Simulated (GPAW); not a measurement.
## How Pd absorbs and reflects light

Aim: the dielectric function of Pd, and the optical constants that follow from it.

Method: DFT, PBE, plane-wave PAW (GPAW data sets), scalar-relativistic, RPA, optical limit, in GPAW 26.7.0.

**1. Starting point**

The structure is cubic, space group Fm-3m (No. 225). The conventional cell has a = 3.893 Å, b = 3.893 Å, c = 3.893 Å, α = 90.00°, β = 90.00°, γ = 90.00°. Pd has 12 Pd at 2.75 Å nearest.

Coordinates:

```xyz
1
Lattice="0.0000 1.9465 1.9465 1.9465 0.0000 1.9465 1.9465 1.9465 0.0000" Properties=species:S:1:pos:R:3 pbc="T T T"
Pd    0.0000    0.0000    0.0000
```

**2. Bands for the response**

At the fixed density, many empty bands are solved on the mesh of the response, since the spectrum sums over them.

This step: DFT, PBE, plane-wave PAW (GPAW data sets), scalar-relativistic, bands at fixed density (GPAW 26.7.0).

nscf.py

```python
from ase.dft.bandgap import bandgap
from gpaw import GPAW, FermiDirac

calc = GPAW('gs.gpw').fixed_density(kpts={'size': (19, 19, 19), 'gamma': True}, nbands=28, convergence={'bands': 22},
                                    occupations=FermiDirac(0.05), txt='nscf.txt')
print('gap (eV)', bandgap(calc, output=None)[0])
print('direct gap (eV)', bandgap(calc, direct=True, output=None)[0])
print('top band over the Fermi level (eV)', min(calc.get_eigenvalues(kpt=k)[21] for k in range(len(calc.get_ibz_k_points()))) - calc.get_fermi_level())
calc.write('full.gpw', mode='all')
```

Run with:

```bash
$ OMP_NUM_THREADS=1 python nscf.py
```

Numbers of over 12 decimals in the logs are rounded to 6 here.

The program printed:

```text
Diagonalizing LCAO Hamiltonian
Converting LCAO to pw mode
convergence criteria:
- Maximum integral of absolute [eigenst]ate change: 4e-08 eV^2 / valence electron
maximum number of iterations: 150

SCF iterations
|iter     |      energy | eigst |  dens |
|iter:   1||             | +3.17 |       |
|iter:   2||             | +1.19 |       |
|iter:   3||             | -0.86 |       |
|iter:   4||             | -2.93 |       |
|iter:   5||             | -4.89 |       |
|iter:   6||             | -6.87 |       |
|iter:   7||             | -7.79c|       |
SCF steps: 7
  __  _  _
 | _ |_)|_||  |
 |__||  | ||/\| - 26.7.0

Versions:
  Python: 3.12.14
  ASE:    3.29.0
  Numpy:  2.5.5
  Scipy:  1.18.1
  Libxc:  7.0.0

Input parameters:
  mode=PW(ecut=500.0),
  convergence={'bands': 22},
  gpts=array([15, 15, 15]),
  kpts=MonkhorstPack(size=(19, 19, 19), gamma=True),
  maxiter=150,
  nbands=28,
  occupations=Occupations(name='fermi-dirac', width=0.05, fixmagmom=False),
  parallel={},
  xc=XC(name='PBE')

--- standard output ---
gap (eV) 0.0
direct gap (eV) 0.0
top band over the Fermi level (eV) 40.912113
```

Wall time 34 s (1 thread of Arm Neoverse V1, shared host); peak memory 0.18 GiB.

**3. Dielectric function, RPA**

Transitions between filled and empty bands, summed over the zone, give the optical response, so mesh, band count and broadening shape it.

The induced potential is part of this response.

This step: DFT, PBE, plane-wave PAW (GPAW data sets), scalar-relativistic, RPA, optical limit (GPAW 26.7.0).

df.py

```python
from gpaw.response.df import DielectricFunction

df = DielectricFunction('full.gpw', frequencies={'type': 'nonlinear', 'domega0': 0.03, 'omega2': 8},
                        ecut=50,
                        eta=0.15,
                        nbands=22,
                        rate=0.05,
                        txt='df.txt')
for direction in ['x']:
    df.get_dielectric_function(xc='RPA', direction=direction, filename=f'df_{direction}.csv')
```

Run with:

```bash
$ OMP_NUM_THREADS=1 python df.py
```

The program printed:

```text
Using integrator: PointIntegrator
NonLinearFrequencyDescriptor(from 0.000 to 100.485 eV, 541 points)
Nonperiodic BCs:  [False False False]
Using integrator: PointIntegrator
NonLinearFrequencyDescriptor(from 0.000 to 100.485 eV, 541 points)
Nonperiodic BCs:  [False False False]
Using integrator: PointIntegrator

Calculating chi0 body with:
    Ground state adapter containing:
    Number of spins: 1
    Number of kpoints: 6859
    Number of irreducible kpoints: 220
    Number of completely occupied states: 5
    Number of partially occupied states: 9

    Linear response parametrization:
    q_c: [0.0, 0.0, 0.0]
    Number of frequency points: 541
    Planewave cutoff: 50.0
    Number of bands: 22
    Number of planewaves: 15
    Broadening (eta): 0.15

Integrating chi0 body.

Symmetries of q_c:
    Direct symmetries (Uq -> q): 48
    Indirect symmetries (TUq -> q): 0
In total 48 allowed symmetries.

220 groups of equivalent kpoints. 96.792535% reduction.

Integral kind: spectral function

Calculating chi0 optical extensions with:
    Ground state adapter containing:
    Number of spins: 1
    Number of kpoints: 6859
    Number of irreducible kpoints: 220
    Number of completely occupied states: 5
    Number of partially occupied states: 9

    Linear response parametrization:
    Number of frequency points: 541
    Planewave cutoff: 50.0
    Number of bands: 22
    Number of planewaves: 15
    Broadening (eta): 0.15
Integrating chi0 head and wings.

Symmetries of q_c:
    Direct symmetries (Uq -> q): 48
    Indirect symmetries (TUq -> q): 0
In total 48 allowed symmetries.

220 groups of equivalent kpoints. 96.792535% reduction.

Integral kind: spectral function wings

Calculating drude chi0 with:
    Number of frequency points:541
    Plasma frequency decay rate: 0.05 eV

    Ground state adapter containing:
    Number of spins: 1
    Number of kpoints: 6859
    Number of irreducible kpoints: 220
    Number of completely occupied states: 5
    Number of partially occupied states: 9

Symmetries of q_c:
    Direct symmetries (Uq -> q): 48
    Indirect symmetries (TUq -> q): 0
In total 48 allowed symmetries.

220 groups of equivalent kpoints. 96.792535% reduction.

Integral kind: intraband
Plasma frequency:
[[7.33-0.j 0.  +0.j 0.  +0.j]
 [0.  +0.j 7.33-0.j 0.  +0.j]
 [0.  +0.j 0.  -0.j 7.33-0.j]]
```

Elapsed: 10 s, on 1 thread; peak memory 0.19 GiB.

Some rows of df_x.csv (energy; Re and Im without local fields; Re and Im with them):

```text
0.000000, 21627.557761, -0.000000, 21627.352338, -0.000000
0.460735, -205.156975, 130.295862, -205.242870, 130.226959
0.943989, -56.967995, 49.265995, -57.039559, 49.222463
1.451455, -29.189587, 31.254881, -29.242695, 31.216489
1.984998, -18.579798, 16.608227, -18.628450, 16.571947
2.546682, -13.206848, 13.520899, -13.243401, 13.496042
3.138794, -8.658253, 7.458446, -8.705289, 7.432476
3.763875, -6.573658, 7.020998, -6.607555, 7.000962
4.424758, -3.454735, 4.682971, -3.491048, 4.666860
5.124608, -3.657566, 3.988961, -3.693605, 3.973454
5.866977, -2.512634, 3.345222, -2.544234, 3.329681
6.655862, -1.676529, 1.999379, -1.708840, 1.984090
7.495775, -0.964582, 1.565672, -0.997263, 1.562037
8.391833, 0.254685, 1.479888, 0.230876, 1.480743
9.349861, 0.493642, 1.593896, 0.460589, 1.598090
10.376517, 0.261254, 1.871501, 0.195261, 1.892559
11.479449, 0.547720, 1.754581, 0.452444, 1.785086
12.667487, 0.666629, 1.773802, 0.551596, 1.751901
13.950874, 0.654538, 1.862942, 0.571572, 1.789185
```

Sum at mesh points, not converged in k. Table of Im ε, E ∥ x by photon energy; read off at these points:

| photon energy (eV) | Im ε, E ∥ x |
| --- | --- |
| 0.5 | 118 |
| 1.0 | 45.3 |
| 1.5 | 29.8 |
| 2.0 | 16.3 |
| 2.5 | 14.1 |
| 3.0 | 8.56 |
| 3.5 | 7.52 |
| 4.0 | 5.16 |
| 4.5 | 4.80 |
| 5.0 | 4.43 |
| 5.5 | 3.58 |
| 6.0 | 3.31 |
| 6.5 | 2.01 |
| 7.0 | 1.84 |
| 7.5 | 1.56 |
| 8.0 | 1.37 |
| 8.5 | 1.64 |
| 9.0 | 1.89 |
| 9.5 | 1.74 |
| 10.0 | 2.00 |
| 10.5 | 1.64 |
| 11.0 | 1.84 |
| 11.5 | 1.76 |
| 12.0 | 1.85 |
| 12.5 | 1.74 |
| 13.0 | 1.65 |
| 13.5 | 1.80 |

Values under 1 per cm are given as 1; sum at mesh points, not converged in k. The absorption coefficient, E ∥ x by photon energy:

| photon energy (eV) | absorption coefficient, E ∥ x (1/cm) |
| --- | --- |
| 0.492 | 7.0e5 |
| 1.010 | 7.9e5 |
| 1.486 | 8.9e5 |
| 1.985 | 9.4e5 |
| 2.508 | 1.0e6 |
| 3.018 | 1.0e6 |
| 3.510 | 1.0e6 |
| 3.980 | 1.1e6 |
| 4.516 | 9.5e5 |
| 4.981 | 1.2e6 |
| 5.515 | 1.1e6 |
| 6.021 | 1.1e6 |
| 6.494 | 1.1e6 |
| 6.985 | 9.8e5 |
| 7.496 | 9.1e5 |
| 8.026 | 7.5e5 |
| 8.516 | 7.2e5 |
| 9.023 | 8.4e5 |
| 9.483 | 7.7e5 |
| 10.026 | 8.8e5 |
| 10.519 | 8.7e5 |
| 11.029 | 9.3e5 |
| 11.479 | 9.7e5 |
| 12.023 | 1.0e6 |
| 12.504 | 1.0e6 |
| 13.000 | 1.0e6 |
| 13.512 | 1.1e6 |

The loss function −Im 1/ε at q → 0, E ∥ x has structure finer than the step of the table below, so its rows give means over 0.5 eV, whole bins alone (the curve runs from 0.305 to 14.0 eV). Peaks (eV: height): 8.21: 0.742, 9.22: 0.615, 10.52: 0.602.

Sum at mesh points, not converged in k. The loss function −Im 1/ε at q → 0, E ∥ x by energy loss; means over each step:

| energy loss (eV) | loss function −Im 1/ε at q → 0, E ∥ x |
| --- | --- |
| 1.0 | 0.00994 |
| 1.5 | 0.0176 |
| 2.0 | 0.0279 |
| 2.5 | 0.0388 |
| 3.0 | 0.0515 |
| 3.5 | 0.0765 |
| 4.0 | 0.0886 |
| 4.5 | 0.136 |
| 5.0 | 0.125 |
| 5.5 | 0.164 |
| 6.0 | 0.183 |
| 6.5 | 0.242 |
| 7.0 | 0.347 |
| 7.5 | 0.475 |
| 8.0 | 0.669 |
| 8.5 | 0.625 |
| 9.0 | 0.558 |
| 9.5 | 0.543 |
| 10.0 | 0.471 |
| 10.5 | 0.545 |
| 11.0 | 0.500 |
| 11.5 | 0.506 |
| 12.0 | 0.490 |
| 12.5 | 0.517 |
| 13.0 | 0.537 |
| 13.5 | 0.499 |

Sum at mesh points, not converged in k. The reflectivity at normal incidence, E ∥ x by photon energy; read off at these points:

photon energy (eV), reflectivity at normal incidence, E ∥ x (%) and a bar from the least value:
```
      0.5       92.4 ##############################
      1.0       84.7 ###########################
      1.5       78.5 #########################
      2.0       75.7 ########################
      2.5       70.2 ######################
      3.0       70.2 ######################
      3.5       60.3 ##################
      4.0       63.1 ###################
      4.5       49.1 ##############
      5.0       56.8 #################
      5.5       50.8 ##############
      6.0       50.1 ##############
      6.5       51.4 ###############
      7.0       42.5 ###########
      7.5       37.0 #########
      8.0       24.8 #####
      8.5       14.8 #
      9.0       16.5 ##
      9.5       13.1 
     10.0       13.9 #
     10.5       15.1 #
     11.0       13.8 #
     11.5       13.7 
     12.0       13.3 
     12.5       13.5 
     13.0       12.4 
     13.5       12.6
```

Sum at mesh points, not converged in k. Table of Im ε, E ∥ x by photon energy; read off at these points:

```csv
photon energy (eV),without local fields,with local fields
0.5,118,118
1.0,45.3,45.3
1.5,29.8,29.8
2.0,16.4,16.3
2.5,14.1,14.1
3.0,8.58,8.56
3.5,7.54,7.52
4.0,5.18,5.16
4.5,4.81,4.80
5.0,4.45,4.43
5.5,3.60,3.58
6.0,3.32,3.31
6.5,2.02,2.01
7.0,1.85,1.84
7.5,1.56,1.56
8.0,1.38,1.37
8.5,1.63,1.64
9.0,1.88,1.89
9.5,1.73,1.74
10.0,1.97,2.00
10.5,1.63,1.64
11.0,1.82,1.84
11.5,1.73,1.76
12.0,1.85,1.85
12.5,1.77,1.74
13.0,1.69,1.65
13.5,1.86,1.80
```

At chosen wavelengths:

```
wavelength (nm)     n      k  R (%)     1/α
           1550  3.21  9.251   87.6   13 nm
           1064  2.70  6.701   81.6   13 nm
            633  1.80  4.732   76.2   11 nm
            450  1.41  3.637   70.4  9.8 nm
            365  1.29  2.841   61.3   10 nm
            248  0.98  2.268   56.8  8.7 nm
            193  0.65  1.668   52.7  9.2 nm
```

A polished face would reflect 72 % of daylight and look light grey (CIE x = 0.319, y = 0.330 under D65).

**4. Outcome**

What this shows: At this level (PBE, RPA) Pd is a metal. The mesh is too coarse to trust the carriers' weight, the reflectivity or the colour to better than tens of per cent. A polished face would reflect 72 % of daylight and look light grey (CIE x = 0.319, y = 0.330 under D65). The carriers' damping of 0.05 eV is typed, not computed; it shapes the response at the lowest energies. In this version of GPAW the matrix elements of the optical limit are incomplete, which can lower ε − 1 by up to a tenth where first-row anions or d states rule, and shift it by more in d metals. GPAW's carrier term has the form −ωp²/(ω + i·rate)², which damps like twice the rate and fails at low energy, so the curves leave the lowest energies out. The sum runs over mesh points 0.15 Å⁻¹ apart with no interpolation, so peaks are partly noise of the mesh, and the Drude plasma energy, a sum over the Fermi surface, isn't converged.

[Machine, clock and banner lines and Python warnings are left out of the logs.]

[Logs are printed without paths, hosts, clocks, repeated set-up lines and the standing remarks that a program may print on its own settings, such as how far it seeks lower states.]

[Hosts, paths, dates, database ids (printed as entryN), source tags and the programs' standing remarks are cut or masked in the printed files.]
